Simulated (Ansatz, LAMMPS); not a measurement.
# Elastic response of In2O3 with crystalline order left by the classical run (60 atoms): runs compared

How stiff is In2O3 with crystalline order left by the classical run (60 atoms)?

Computed with Ansatz 0.2.0: Kohn-Sham DFT, revPBE, PAW (set soft_1), plane waves.

### 1. The cell as built

The cell holds 60 atoms: 24 In and 36 O. Cell: a = 9.407 Å, b = 9.407 Å, c = 9.407 Å, α = 90.0°, β = 90.0°, γ = 90.0°. 60 atoms (24 Sc, 36 O) placed at random at 3.63 g/cm³, melted at 5000 K for 10 ps at fixed volume with the Morse and Coulomb pair potential with partial charges (Pedone, Malavasi, Menziani, Cormack and Segre, J. Phys. Chem. B 110, 11780 (2006)). Quenched from 5000 K to 300 K at 20 K/ps and fixed volume, held 10 ps at zero pressure, then minimised at fixed cell. Then Sc was replaced by In and the cell scaled by 1.038 (the potential has no terms for the new elements, so the cell is a start for a DFT relaxation).

What the set-up can't give: The quench rate of 20 K/ps far exceeds what a furnace or splat quench reaches, so expect more defects and frozen-in strain than in a real sample. The starting topology of bonds comes from the classical model, and needn't be the one that DFT or experiment would give.

### 2. The reference run

The reference is a single point at the end of the relaxation.

Every strained cell starts from the geometry of this run, and its atoms are relaxed with the cell held.

Its input, with most atom lines left out:

```yaml
crystal:
  lattice:
    - [9.31895, -0.07936, -0.12759]
    - [-0.07936, 9.51047, 0.06616]
    - [-0.12759, 0.06616, 9.54591]
  atoms:
    - { symbol: In, position: [0.55294, 0.88253, 0.74941] }
    - { symbol: In, position: [0.79534, 0.01899, 0.22958] }
    - { symbol: In, position: [0.43901, 0.40983, 0.315] }
    - { symbol: In, position: [0.81468, 0.03621, 0.56465] }
    - { symbol: In, position: [0.54782, 0.24161, 0.69054] }
    - { symbol: In, position: [0.69531, 0.56246, 0.55488] }
    - { symbol: In, position: [0.13289, 0.55723, 0.08123] }
    [... atom lines 8 to 60 left out ...]
kpoints:
  mp_grid: { grid: [2, 2, 2] }
hamiltonian:
  xc: revpbe
  pseudopotentials: { kind: paw, azcp: { folder: soft_1 } }
scf:
  occupations: { method: gaussian, width: 0.025 }
output:
  forces: true
  stress: true
  populations: true
  dos:
    method: { smearing: { sigma: 0.08 } }
    de: 0.1
    projected: { site_lists: { In: [In], O: [O] } }
  eigenvalues: true
  write_density: true
  write_potential: true
  volumetric_format: npy
  elf: true
```

* free energy per atom: -2582.7027 eV/atom
* r.m.s. force component: 0.00205 eV/Å
* pressure: -0.001628 GPa

Filled and empty levels are parted by 0.218 eV (on the run's k-points); a semilocal functional tends to put such gaps too low. In a disordered cell it changes from sample to sample, and tail or defect levels can set it.

### 3. The runs

Each row is one run, on 16 threads of Arm Neoverse V1, shared host. The free energy is the program's total, comparable only between runs with the same functional, potentials and atoms.

```csv
run,atoms,outcome,"ionic steps, all passes",free energy (eV),time,host memory (GiB)
Single point at the start,60,converged,-,-154961.112,37 s,8.5
Cell and atoms relaxed,60,converged,9,-154962.160,3.1 min,8.7
Single point at the relaxed geometry,60,converged,-,-154962.160,44 s,8.5
Volume -3 %,60,converged,4,-154961.920,95 s,8.4
Volume +3 %,60,converged,6,-154961.960,2.4 min,8.9
Volume -6 %,60,converged,12,-154961.441,4.1 min,8.2
Volume +6 %,60,converged,19,-154961.959,7.7 min,9.2
Volume -10 %,60,converged,13,-154959.559,4.3 min,7.9
Stretched by 1 % along x,60,converged,3,-154962.114,73 s,8.7
Compressed by 1 % along x,60,converged,3,-154962.113,69 s,8.5
Sheared by 2 % in xy,60,converged,3,-154962.124,67 s,8.6
```

In some runs the program notes that the SCF threshold is loose for the stress.

### 4. Pressure against volume

Atoms are relaxed at each volume, in the scaled cell.

```csv
volume change (%),volume (Å³/atom),energy change (meV/atom),pressure (GPa),largest move on relaxing (Å),bonds
-10,12.687,43.35,11.96,1.03,144
-6,13.250,11.98,6.13,1.03,140
-3,13.673,4.00,3.13,0.12,138
+0,14.096,0.00,0.00,-,137
+3,14.519,3.33,-2.35,0.19,135
+6,14.942,3.35,-2.66,1.07,129
```

### 5. Uniaxial strain and shear

Stress (GPa, compression positive) less that of the relaxed cell, atoms relaxed:

| strain | xx | yy | zz | xy | energy change (meV/atom) |
| --- | --- | --- | --- | --- | --- |
| stretched by 1 % along x | -1.761 | -0.692 | -0.775 | 0.003 | 0.77 |
| compressed by 1 % along x | 1.869 | 0.741 | 0.825 | -0.001 | 0.79 |
| sheared by 2 % in xy | 0.010 | -0.010 | 0.036 | -0.700 | 0.60 |

### 6. Findings

The bulk modulus, from the slope of pressure against ln V over the three points nearest the relaxed volume, is 91.4 GPa; between neighbouring points the slope runs 134, 95, 103, 79 and 11 GPa from the smallest volume up, without a steady fall, so no pressure derivative is given. The count of bonds runs from 129 to 144 over the series, so at some points contacts cross the cutoffs. At -10 %, -6 % and +6 % some atom moved by over 0.5 Å on relaxing, so those points may sit in another local minimum. In the Cartesian axes of the cell, finite differences give C11 = 181, C12 = 71.7, C13 = 80.0 and C66 = 35.0 GPa (the shear of 2 % is the engineering strain, εxy = 0.01). The mean of C11, C12 and C13, which equals the bulk modulus in a cubic or isotropic solid, is 111 GPa: it lies 21 % over the bulk modulus from the volumes. For an isotropic solid C66 would equal (C11 − C12)/2 = 54.9 GPa; so small a sample needn't be isotropic, and C66 rests on one shear. The two differ too much for isotropic moduli to be formed.

Caveats: Strains are finite and relaxations stop at the force tolerance of the input, which can leave moduli too stiff; they are those of a static cell at zero temperature. Volumes are changed with the cell's shape held, so in an anisotropic solid the modulus lies over the one under free hydrostatic load. The program notes that the SCF threshold of the relaxations is loose for the stress.

The DFT runs together took 28 min of wall time.

[Logs are printed without paths, hosts, clocks, repeated set-up lines and the standing remarks that a program may print on its own settings, such as how far it seeks lower states.]

[Hosts, paths, dates, database ids (printed as entryN), source tags and the programs' standing remarks are cut or masked in the printed files.]
